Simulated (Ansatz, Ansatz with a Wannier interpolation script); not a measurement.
## G0W0 band structure of CdHClO (P6_3mc)

Aim: the G0W0 bands of CdHClO (P6_3mc) along the symmetry lines, with the gap off the mesh.

Method: LDA, Wannier functions and G0W0, plane waves, PAW, in Ansatz 0.2.0.

### Step 1. Starting point

The structure is hexagonal, space group P6_3mc (No. 186). Conventional cell: a = 3.665 Å, b = 3.665 Å, c = 10.230 Å, α = 90.00°, β = 90.00°, γ = 120.00°. Nearest to Cd lie 3 O at 2.26 Å and 3 Cl at 2.69 Å. Nearest to H lie 1 O at 0.98 Å. Nearest to Cl lie 3 Cd at 2.69 Å and 3 H at 2.71 Å. Nearest to O lie 1 H at 0.98 Å and 3 Cd at 2.26 Å. Farther neighbours and most contacts between anions are not listed.

Geometry: measured cell, ions relaxed with LDA. The runs that relaxed it are not among those shown. The default PAW set here is soft_2. Its files were made with PBE.

### Step 2. LDA bands

Levels along a band path, at the cheap level, show where the edges lie and whether the meshes to come will hold them.

This step: DFT, LDA, plane waves, PAW.

File input.yaml:

```yaml
crystal:
  lattice:
    - [3.6648, 0.0, 0.0]
    - [-1.8324, 3.1738098998, 0.0]
    - [0.0, 0.0, 10.2305]
  atoms:
    - { symbol: Cd, position: [0.3333333333, 0.6666666667, 0.0081401704] }
    - { symbol: Cd, position: [0.6666666667, 0.3333333333, 0.5081401704] }
    - { symbol: H, position: [0.0, 0.0, 0.1812524944] }
    - { symbol: H, position: [0.0, 0.0, 0.6812524944] }
    - { symbol: Cl, position: [0.3333333333, 0.6666666667, 0.3460004021] }
    - { symbol: Cl, position: [0.6666666667, 0.3333333333, 0.8460004021] }
    - { symbol: O, position: [0.0, 0.0, 0.0850169331] }
    - { symbol: O, position: [0.0, 0.0, 0.5850169331] }
kpoints:
  mp_grid: { grid: [6, 6, 2] }
  band_path:
    path:
      - [[0.0, 0.0, 0.0], [0.5, 0.0, 0.0], [0.33333333, 0.33333333, 0.0], [0.0, 0.0, 0.0], [0.0, 0.0, 0.5], [0.5, 0.0, 0.5], [0.33333333, 0.33333333, 0.5], [0.0, 0.0, 0.5]]
      - [[0.5, 0.0, 0.5], [0.5, 0.0, 0.0]]
      - [[0.33333333, 0.33333333, 0.5], [0.33333333, 0.33333333, 0.0]]
    npoints: 10
hamiltonian:
  xc: lda
scf:
  occupations: { method: fermi_dirac, width: 0.02 }
  n_extra_bands: 63
output:
  eigenvalues: true
  fatbands: true
  write_density: true
  write_potential: true
  elf: true
  volumetric_format: npy
```

Command:

```
> ansatz run input.yaml --threads 4 --pin off --max-ram 18432MiB --backend cpu --events-out ev --progress --plain --runs-dir out
```

Numbers of over 12 decimals in the logs are rounded to 6 here.

Log:

```text
scf.n_extra_bands = 63 over 34 filled bands (N_el = 68.0): the run solves 97 bands
Engine: ansatz 0.2.0, aarch64-unknown-linux-gnu
Pseudopotentials: kind: paw
Pseudopotential: Cd, paw, valence charge 20, recommended cutoff 420 eV (normal), Cd.paw.azcp
Pseudopotential: H, paw, valence charge 1, recommended cutoff 420 eV (normal), H.paw.azcp
Pseudopotential: Cl, paw, valence charge 7, recommended cutoff 420 eV (normal), Cl.paw.azcp
Pseudopotential: O, paw, valence charge 6, recommended cutoff 420 eV (normal), O.paw.azcp
Functional definition: SPW92
  exchange = slater_x
  correlation = pw_c
Crystal: 8 atoms, lattice volume = 118.995 Å³
Basis set: ecut = 420 eV, 2303 PW (Γ)
Bands: 97, of which v1, the nominal top of the filled ones, is band 34 counted from 1 (33 counted from 0)
Symmetry: 12 space group operations
Space group: P63mc (ITA 186), of the structure as read, at distance tolerance 4.9e-5 Å
k-points: 14 of 72
Non-local potential: Cd, projectors of the file, l = 0: 3, l = 1: 2, l = 2: 2, l = 3: 1
Non-local potential: H, projectors of the file, l = 0: 2, l = 1: 1
Non-local potential: Cl, projectors of the file, l = 0: 2, l = 1: 2, l = 2: 2
Non-local potential: O, projectors of the file, l = 0: 2, l = 1: 2, l = 2: 1
PAW form: soft (Blöchl's): semilocal exchange-correlation on the pseudo side does not see the compensation charge
PAW frozen core: Cd, regenerated for the run's functional, and the local potential with it (the file was generated under x = pbe(κ = 0.804, μ = 0.219515), c = pbe(β = 0.066725))
PAW frozen core: Cl, regenerated for the run's functional, and the local potential with it (the file was generated under x = pbe(κ = 0.804, μ = 0.219515), c = pbe(β = 0.066725))
PAW frozen core: O, regenerated for the run's functional, and the local potential with it (the file was generated under x = pbe(κ = 0.804, μ = 0.219515), c = pbe(β = 0.066725))
PAW one-centre angular grid: Cd, 590 points (default); XC on 64 Gauss nodes
PAW one-centre angular grid: H, 110 points (default); XC on 64 Gauss nodes
PAW one-centre angular grid: Cl, 110 points (default); XC on 64 Gauss nodes
PAW one-centre angular grid: O, 110 points (default); XC on 64 Gauss nodes
Initial density: superposition of atomic densities (neutral atoms: chi_scale 0, normalization atom), corrected by the library's trained network
Initial wavefunctions: pseudopotential atomic-orbital guess
Functional: x = slater, c = lda
SCF iter   1: F=—  HF=-19469.462097 eV  |F-HF|=—  |Δ(HF+E_count)|=         —  Δρ=1.23e-2  dr2=1.60e-1  ethr=1.77e-3  ⟨swp⟩=6.0  Hψ=6439  notcnv=0  defer=305
preconditioner: auto → Resta (q_TF=auto, 2.485 Å⁻¹)  ε∞=1.8  [insulator: Δε(μ)=2.187 eV  Ē_g=26.970 eV  σ=0.020 eV  W_gap=1.00  n_scr=38 (ndim 8)  ℏωp=24.5 eV  f_vac=0.083  D(μ)=0.00/eV (n_scr^D=0)  ε∞_Penn≈1.8]
SCF iter   2: F=—  HF=-19469.416152 eV  |F-HF|=—  |Δ(HF+E_count)|=   4.59e-2  Δρ=5.09e-3  dr2=1.88e-2  ethr=2.35e-4  ⟨swp⟩=2.6  Hψ=1851  notcnv=0  defer=806
SCF iter   3: F=—  HF=-19469.411901 eV  |F-HF|=—  |Δ(HF+E_count)|=   4.25e-3  Δρ=2.28e-3  dr2=5.03e-3  ethr=2.76e-5  ⟨swp⟩=2.0  Hψ=992  notcnv=0  defer=806
SCF iter   4: F=—  HF=-19469.410625 eV  |F-HF|=—  |Δ(HF+E_count)|=   1.28e-3  Δρ=7.15e-4  dr2=3.06e-4  ethr=7.40e-6  ⟨swp⟩=2.1  Hψ=873  notcnv=0  defer=806
SCF iter   5: F=—  HF=-19469.410550 eV  |F-HF|=—  |Δ(HF+E_count)|=   7.49e-5  Δρ=1.10e-4  dr2=1.01e-5  ethr=4.50e-7  ⟨swp⟩=2.0  Hψ=890  notcnv=0  defer=806
SCF iter   6: F=—  HF=-19469.410554 eV  |F-HF|=—  |Δ(HF+E_count)|=   4.25e-6  Δρ=3.60e-5  dr2=1.21e-6  ethr=1.48e-8  ⟨swp⟩=2.0  Hψ=853  notcnv=0  defer=806
SCF iter   7: F=-19469.410554 eV  HF=-19469.410554 eV  |F-HF|=3.67e-8  |Δ(HF+E_count)|=   3.83e-7  Δρ=6.91e-6  dr2=5.27e-8  ethr=1.47e-10  ⟨swp⟩=9.9  Hψ=8346  notcnv=0
SCF 1 converged in 7 iterations: F = -19469.410554 eV  dr2 = 5.27e-8
[...]
NSCF: frozen V_eff on 93 k-points
SCF converged after 7 iterations
Free energy (F): -19469.410554 eV
Harris-Foulkes:  -19469.410554 eV  (|F-HF|=3.67e-8)
Internal energy: -19469.410554 eV  (E = F + TS)
E sigma→0 (E₀):  -19469.410554 eV
Fermi energy:    6.263510 eV
--- Per-component energies (eV) ---
  E_band       = -1076.873865
  E_kinetic    = 1705.912781
  E_local      = -9542.263778  (includes V_loc(G=0)·N_el)
  E_nonlocal   = 250.292417
  E_hartree    = 4280.194145
  E_xc         = -721.857758
  E_vxc        = -890.431934  (∫ρ·V_xc dr)
  E_paw        = -9444.891332  (= ΣΔE_a)
  E_vpaw       = -1160.773569  (= ΣTr[D̂ρ^β])
  E_aug_tail   = 0.002844  (compensation charges beyond the density's cutoff)
  E_ewald      = -5998.907838
  E_core_change = 2.107964  (= ΣΔE_core)
  E_smearing   = -0.000000  (= −TS)
  E_closure    = -0.000000  (closes the sum)
  Σ components = -19469.410554   (vs F -19469.410554, Δ=0.00e0)
--- Band table (eV; the first three rows and the last of 14) ---
  k-point 0: bands = [... 30 lower, 4.9396, 4.9396, 5.0930, 5.0930, 7.4028, 9.5911, 10.8415, 11.2700, ... 59 higher]
  k-point 1: bands = [... 30 lower, 5.0257, 5.0257, 5.0257, 5.0257, 8.3608, 8.3608, 11.2683, 11.2683, ... 59 higher]
  k-point 2: bands = [... 30 lower, 4.4570, 4.5602, 4.8514, 5.0685, 8.4515, 9.9856, 11.5462, 12.1446, ... 59 higher]
  k-point 13: bands = [... 30 lower, 3.6054, 3.6054, 4.8662, 4.8662, 10.9989, 10.9989, 12.8801, 12.8801, ... 59 higher]
```

Elapsed: 39 s, on 4 threads of Arm Neoverse V1, shared host; peak memory 0.92 GiB; 2.6 min of CPU time.

Numbers from this step:

```
filled bands         : 34
gap                  : 2.310 eV
valence top at       : Γ
conduction bottom at : Γ
least direct gap     : 2.310 eV
```

The gap is direct, at Γ.

ELF in the ac plane at fractional y = 0.000, with atoms of H and O within 0.2 Å of it. It is the smooth field of the valence electrons, not physical close to the nuclei.

Ten even steps from '0' (0.01) to '9' (0.97), each cell a mean:
```
11000111100001
00001122211000
00023566653100
00035788765200
00024677764100
10001455531000
87300011100147
99620000001479
88752000013678
36873100014775
67862111113787
76521111111367
11000111100001
00001122211000
00023566653100
00035788765200
00024677764100
10001455531000
87300011100147
99620000001479
88752000013678
36873100014775
67862111113787
76521111111367
```
Columns run along a (3.7 Å), rows up along c (10.2 Å). Atoms in or near the plane, at fractional coordinates: H at (0.00, 0.18), H at (0.00, 0.68), O at (0.00, 0.09), O at (0.00, 0.59).

Electrostatic potential energy in the ac plane at fractional y = 0.000, with atoms of H and O within 0.2 Å of it. With pseudopotentials it is smooth inside the atoms' cores, unlike the true potential.

Values in eV, 24 rows by 14 columns, each cell a mean:
```
 11  11  10   9   8   6   4   3   4   6   8  10  11  11
 11  11  11  10   9   8   7   7   7   8   9  10  11  11
 12  12  11  11  10   9   7   7   8   9  10  11  11  12
 12  12  12  11  10   9   7   7   7   9  10  11  12  12
 11  11  11  11  11  10   9   8   9  10  11  11  11  11
  9   9  10  11  11  11  11  11  11  11  11  11  10   9
-10  -1   7  10  11  11  12  12  11  11  11   9   5  -4
-35 -19   4   9  11  11  11  11  11  11  11   8   0 -27
-33 -21  -2   9  10  10  10  10  10  11  10   7  -6 -25
-36 -34 -18   7   9   9   8   8   8   9   9   1 -24 -35
-32 -27  -9   8   8   6   4   4   5   7   8   5 -14 -29
  0   4   8   9   7   4   1   0   2   5   8   9   7   3
 11  11  10   9   8   6   4   3   4   6   8  10  11  11
 11  11  11  10   9   8   7   7   7   8   9  10  11  11
 12  12  11  11  10   9   7   7   8   9  10  11  11  12
 12  12  12  11  10   9   7   7   7   9  10  11  12  12
 11  11  11  11  11  10   9   8   9  10  11  11  11  11
  9   9  10  11  11  11  11  11  11  11  11  11  10   9
-10  -1   7  10  11  11  12  12  11  11  11   9   5  -4
-35 -19   4   9  11  11  11  11  11  11  11   8   0 -27
-33 -21  -2   9  10  10  10  10  10  11  10   7  -6 -25
-36 -34 -18   7   9   9   8   8   8   9   9   1 -24 -35
-32 -27  -9   8   8   6   4   4   5   7   8   5 -14 -29
  0   4   8   9   7   4   1   0   2   5   8   9   7   3
```
Columns run along a (3.7 Å; values clipped at the 3rd and 97th percentile), rows up along c (10.2 Å). Atoms in or near the plane, at fractional coordinates: H at (0.00, 0.18), H at (0.00, 0.68), O at (0.00, 0.09), O at (0.00, 0.59).

### Step 3. Wannier functions (Cd:5s Cl:3p O:2p) on 12×12×4

Localised functions give a small Hamiltonian that interpolates between mesh points at no cost.

This step: maximally localised Wannier functions, LDA, plane waves, PAW.

input.yaml, the sections that differ from step 2:

```yaml
kpoints:
  mp_grid: { grid: [6, 6, 2] }
scf:
  occupations: { method: fixed }
  n_extra_bands: 63
output:
  wannier:
    kmesh: [12, 12, 4]
    projections:
      - { species: Cd, l: s, shell: 5 }
      - { species: Cl, l: p, shell: 3 }
      - { species: O, l: p, shell: 2 }
    minimise: true
    write_hr: true
    seedname: w
    conv_tol: 1.0e-07
    max_iter: 4000
    disentanglement:
      window: [0.24, 12.63]
      frozen_window: [0.24, 8.3]
      conv_tol: 1.0e-08
# crystal, hamiltonian: as in step 2
```

Log:

```text
[...]
Crystal: 8 atoms, lattice volume = 118.995 Å³
Basis set: ecut = 420 eV, 2303 PW (Γ)
Bands: 97, of which v1, the nominal top of the filled ones, is band 34 counted from 1 (33 counted from 0)
Symmetry: 12 space group operations
[...]
k-points: 14 of 72
[...]
SCF iter   1: F=—  HF=-19469.462288 eV  |F-HF|=—  |Δ(HF+E_count)|=         —  Δρ=1.24e-2  dr2=1.60e-1  ethr=1.77e-3  ⟨swp⟩=4.6  Hψ=4585  notcnv=0  defer=851
[...]
SCF iter   7: F=-19469.410554 eV  HF=-19469.410554 eV  |F-HF|=3.46e-8  |Δ(HF+E_count)|=   3.04e-7  Δρ=7.19e-6  dr2=5.71e-8  ethr=1.47e-10  ⟨swp⟩=11.9  Hψ=9956  notcnv=0
SCF 1 converged in 7 iterations: F = -19469.410554 eV  dr2 = 5.71e-8
[...]
NSCF: frozen V_eff on 60 k-points
the Wannier pass solved 60 of the 576 points of its mesh, and has the states at the others by symmetry: states obtained by the crystal's operations at points that were solved too leave a residual of 9.04e-13 eV (read by the count's bands and the next), within 4.76e-6 eV
SCF converged after 7 iterations
Free energy (F): -19469.410554 eV
[...]
Internal energy: -19469.410554 eV  (E = F + TS)
E sigma→0 (E₀):  -19469.410554 eV
Fermi energy:    5.092975 eV
[...]
--- Band table (eV; the first three rows and the last of 14) ---
  k-point 0: bands = [... 30 lower, 4.9396, 4.9396, 5.0930, 5.0930, 7.4028, 9.5911, 10.8415, 11.2700, ... 59 higher]
  k-point 1: bands = [... 30 lower, 5.0257, 5.0257, 5.0257, 5.0257, 8.3608, 8.3608, 11.2683, 11.2683, ... 59 higher]
  k-point 2: bands = [... 30 lower, 4.4570, 4.5602, 4.8515, 5.0685, 8.4515, 9.9856, 11.5462, 12.1446, ... 59 higher]
  k-point 13: bands = [... 30 lower, 3.6054, 3.6054, 4.8662, 4.8662, 10.9989, 10.9989, 12.8801, 12.8801, ... 59 higher]
Wannier search: line search 1 of at most 4000: gauge-dependent spread (as the search counts it) 1.6701186 Å², largest recent change 5.0e-1 Å² and fall left 3.9e-4 Å² against conv_tol 1.0e-7 Å², 0 stops escaped
```

Wall time 40 s (4 threads); peak memory 2.8 GiB; 2.4 min of CPU time.

This step gave:

```yaml
gauge_invariant_spread: 30.21 Å²
diagonal_spread: 0.2427 Å²
off_diagonal_spread: 0.9134 Å²
total_spread: 31.37 Å²
least_projectability: 0.4836
localisation_steps: 23
disentanglement_steps: 147
r_m_s_interpolation_error: 4.58e-4 eV
r_m_s_error_near_the_gap: 6.01e-4 eV
```

Near the gap the model misses directly solved bands by 0.6 meV r.m.s. and by 10 meV at most in the window tested. This tests the starting bands, not the corrections carried with them.

Wannier functions, by row:

```csv
function,x (Å),y (Å),z (Å),spread (Å²),nearest atom,distance (Å)
1,0,2.116,0.016,4.045,Cd1,0.067
2,1.832,1.058,5.131,4.045,Cd2,0.067
3,0,2.115,3.56,1.938,Cl5,0.02
4,0,2.099,3.622,1.879,Cl5,0.084
5,0,2.134,3.622,1.879,Cl5,0.084
6,1.832,1.059,8.675,1.938,Cl6,0.02
7,1.832,1.075,8.737,1.879,Cl6,0.084
8,1.832,1.04,8.737,1.879,Cl6,0.084
9,0.279,-0.161,0.723,1.981,O7,0.354
10,-0.279,-0.161,0.723,1.981,O7,0.354
11,0,0.322,0.723,1.981,O7,0.354
12,0.279,0.161,5.838,1.981,O8,0.354
13,-0.279,0.161,5.838,1.981,O8,0.354
14,0,-0.322,5.838,1.981,O8,0.354
```

Frozen up to 3.21 eV; above it the model need not follow the bands. Electronic bands along the path, in eV, zero at the valence-band top:

```csv
point,band 31,band 32,band 33,band 34,band 35,band 36
Γ,-0.15,-0.15,0.00,0.00,2.31,4.50
halfway,-1.14,-0.68,-0.30,-0.04,4.24,5.12
M,-1.21,-0.45,-0.39,-0.05,4.73,5.58
halfway,-1.00,-0.79,-0.49,-0.25,5.23,5.81
K,-1.72,-1.20,-0.30,-0.30,5.90,5.90
halfway,-0.66,-0.59,-0.51,-0.49,4.68,5.25
Γ,-0.15,-0.15,0.00,0.00,2.31,4.50
halfway,-0.13,-0.13,-0.02,-0.02,2.59,4.12
A,-0.07,-0.07,-0.07,-0.07,3.27,3.27
halfway,-0.91,-0.91,-0.16,-0.16,4.66,4.66
L,-0.83,-0.83,-0.21,-0.21,5.09,5.09
halfway,-1.03,-1.03,-0.28,-0.28,5.48,5.48
H,-1.49,-1.49,-0.23,-0.23,5.91,5.91
halfway,-0.80,-0.80,-0.34,-0.34,4.96,4.96
A,-0.07,-0.07,-0.07,-0.07,3.27,3.27
jump to L,-0.83,-0.83,-0.21,-0.21,5.09,5.09
halfway,-1.10,-0.56,-0.34,-0.10,4.83,5.42
M,-1.21,-0.45,-0.39,-0.05,4.73,5.58
jump to H,-1.49,-1.49,-0.23,-0.23,5.91,5.91
halfway,-1.70,-1.28,-0.26,-0.26,5.90,5.90
K,-1.72,-1.20,-0.30,-0.30,5.90,5.90
```

The same for Kohn-Sham, solved directly:

```csv
point,band 31,band 32,band 33,band 34,band 35,band 36
Γ,-0.15,-0.15,0.00,0.00,2.31,4.50
M,-1.21,-0.45,-0.39,-0.05,4.70,5.50
K,-1.72,-1.20,-0.30,-0.30,5.90,5.90
Γ,-0.15,-0.15,0.00,0.00,2.31,4.50
A,-0.07,-0.07,-0.07,-0.07,3.27,3.27
L,-0.83,-0.83,-0.21,-0.21,5.07,5.07
H,-1.49,-1.49,-0.23,-0.23,5.91,5.91
A,-0.07,-0.07,-0.07,-0.07,3.27,3.27
L,-0.83,-0.83,-0.21,-0.21,5.07,5.07
M,-1.21,-0.45,-0.39,-0.05,4.70,5.50
H,-1.49,-1.49,-0.23,-0.23,5.91,5.91
K,-1.72,-1.20,-0.30,-0.30,5.90,5.90
```

### Step 4. G0W0 at every point of the mesh: 6×6×2 mesh, 447 empty bands, screening to 140 eV

G0W0 replaces the xc potential by the self-energy, built once from these orbitals. Only a window of levels is corrected, while the sums run over the empty bands that the input names.

This step: G0W0 on LDA, plane waves, PAW.

input.yaml, the sections that differ from step 3:

```yaml
scf:
  occupations: { method: fixed }
gw:
  n_empty_bands: 447
  ecut_chi: 140.0
  qp_bands: [v12, c1]
  screening: { model: contour_deformation }
# crystal, kpoints, hamiltonian: as in step 3
# output: removed
```

Log:

```text
[...]
Crystal: 8 atoms, lattice volume = 118.995 Å³
Basis set: ecut = 420 eV, 2303 PW (Γ)
Bands: 42, of which v1, the nominal top of the filled ones, is band 34 counted from 1 (33 counted from 0)
Symmetry: 12 space group operations
[...]
k-points: 14 of 72
[...]
SCF iter   1: F=—  HF=-19469.462147 eV  |F-HF|=—  |Δ(HF+E_count)|=         —  Δρ=1.23e-2  dr2=1.59e-1  ethr=1.77e-3  ⟨swp⟩=5.0  Hψ=1899  notcnv=0  defer=84
[...]
SCF iter   8: F=-19469.410554 eV  HF=-19469.410554 eV  |F-HF|=2.85e-9  |Δ(HF+E_count)|=   1.33e-7  Δρ=2.53e-6  dr2=9.15e-9  ethr=1.47e-10  ⟨swp⟩=8.6  Hψ=1973  notcnv=0
SCF 1 converged in 8 iterations: F = -19469.410554 eV  dr2 = 9.15e-9
[...]
G₀W₀ screening: q 1/14
[... further progress lines ...]
SCF converged after 8 iterations
Free energy (F): -19469.410554 eV
[...]
Internal energy: -19469.410554 eV  (E = F + TS)
E sigma→0 (E₀):  -19469.410554 eV
Fermi energy:    5.092928 eV
[...]
--- Band table (eV; the first three rows and the last of 14) ---
  k-point 0: bands = [... 30 lower, 4.9395, 4.9395, 5.0929, 5.0929, 7.4027, 9.5910, 10.8414, 11.2699, ... 4 higher]
  k-point 1: bands = [... 30 lower, 5.0257, 5.0257, 5.0257, 5.0257, 8.3607, 8.3607, 11.2682, 11.2682, ... 4 higher]
  k-point 2: bands = [... 30 lower, 4.4570, 4.5601, 4.8514, 5.0684, 8.4514, 9.9856, 11.5461, 12.1445, ... 4 higher]
  k-point 13: bands = [... 30 lower, 3.6053, 3.6053, 4.8662, 4.8662, 10.9988, 10.9988, 12.8801, 12.8801, ... 4 higher]
--- G₀W₀: contour deformation, 7 samples at zero and on the imaginary axis and 2 off it, 72 q-points, 447 empty bands' worth ---
  eigenvalues of the whole cell's RPA ε∞ on this k-mesh (on a slab, of 1 + 4πα/V) = 3.3766, 3.7913, 3.7913; static W/v taken at q = 0 is 0.273818
  bands read: the sum over 481 bands ends inside a degenerate multiplet in 8 slots, whose members it reads at an even weight; the widest, k=1: bands 481 to 482 (counted from 1) at 1/2 each
    ik  band        ε_KS         Σx   Σc(E_QP)       V_xc       Z   E_QP_lin       E_QP  E_QP is
     0    23      0.5469   -31.6130     5.1857   -25.0051  0.7491    -0.9202    -0.8753  root
     0    24      0.7052   -30.0729     5.0320   -23.6956  0.7484    -0.6799    -0.6401  root
     0    25      2.3683   -19.5673     3.2147   -15.2884  0.7405     1.2680     1.3041  root
     0    26      3.5754   -21.7749     3.2423   -17.4578  0.7551     2.4772     2.5006  root
     0    27      4.1867   -24.4976     3.9704   -19.5935  0.7481     3.2372     3.2530  root
     0    28      4.1867   -24.4976     3.9704   -19.5935  0.7481     3.2372     3.2530  root
     0    29      4.3677   -25.5461     4.1139   -20.5633  0.7482     3.4857     3.4988  root
     0    30      4.3677   -25.5461     4.1139   -20.5633  0.7482     3.4857     3.4988  root
     0    31      4.9395   -24.3906     3.2736   -20.0509  0.7678     3.8561     3.8735  root
     0    32      4.9395   -24.3906     3.2736   -20.0509  0.7678     3.8561     3.8735  root
     0    33      5.0929   -25.3922     3.4507   -20.9410  0.7665     4.0776     4.0925  root
     0    34      5.0929   -25.3922     3.4507   -20.9410  0.7665     4.0776     4.0925  root
     0    35      7.4027    -9.1162    -3.6403   -13.6566  0.8279     8.3092     8.3028  root
     1    23      0.6025   -30.8390     5.1108   -24.3416  0.7481    -0.8277    -0.7840  root
[...]
13    31      3.6053   -22.4274     3.3432   -17.9147  0.7594     2.4078     2.4359  root
    13    32      3.6053   -22.4274     3.3432   -17.9147  0.7594     2.4078     2.4359  root
    13    33      4.8662   -25.0151     3.5091   -20.5211  0.7632     3.8661     3.8812  root
    13    34      4.8662   -25.0151     3.5091   -20.5211  0.7632     3.8661     3.8812  root
    13    35     10.9988   -11.0858    -4.4260   -16.8769  0.7968    12.3906    12.3640  root
```

Run time: 19 min. Hardware: 4 threads; peak memory 2.8 GiB.

Numbers from this step:

| Property | Result |
| --- | --- |
| bands summed | 481 |
| RPA ε∞ on this mesh (eigenvalues) | 3.377, 3.791, 3.791 |
| plane waves in the screening matrix | 451 |
| q-points in the mesh | 72 |
| G0W0 gap on the mesh | 4.210 eV |
| k of the valence top | 0, 0, 0 |
| k of the conduction bottom | 0, 0, 0 |
| starting gap on the mesh | 2.310 eV |
| Z at the valence top | 0.7665 |
| Z at the conduction bottom | 0.8279 |
| least direct G0W0 gap on the computed points | 4.210 eV |

The gap on the mesh goes from 2.31 eV to 4.21 eV, a correction of +1.90 eV. Between the two edge states, bare exchange in place of the xc potential would open the gap by 8.99 eV, and correlation takes back 7.09 eV.

[end of part 1 of 2]

[Paths, hosts, dates, memory and timing lines, banners, echoed tables and standing remarks are left out of the program output.]

[Logs are printed without paths, hosts, clocks, repeated set-up lines and the standing remarks that a program may print on its own settings, such as how far it seeks lower states.]

[Runs of the session that timed out or met a known fault of the program may be left out.]

[Hosts, paths, dates, database ids (printed as entryN), source tags and the programs' standing remarks are cut or masked in the printed files.]
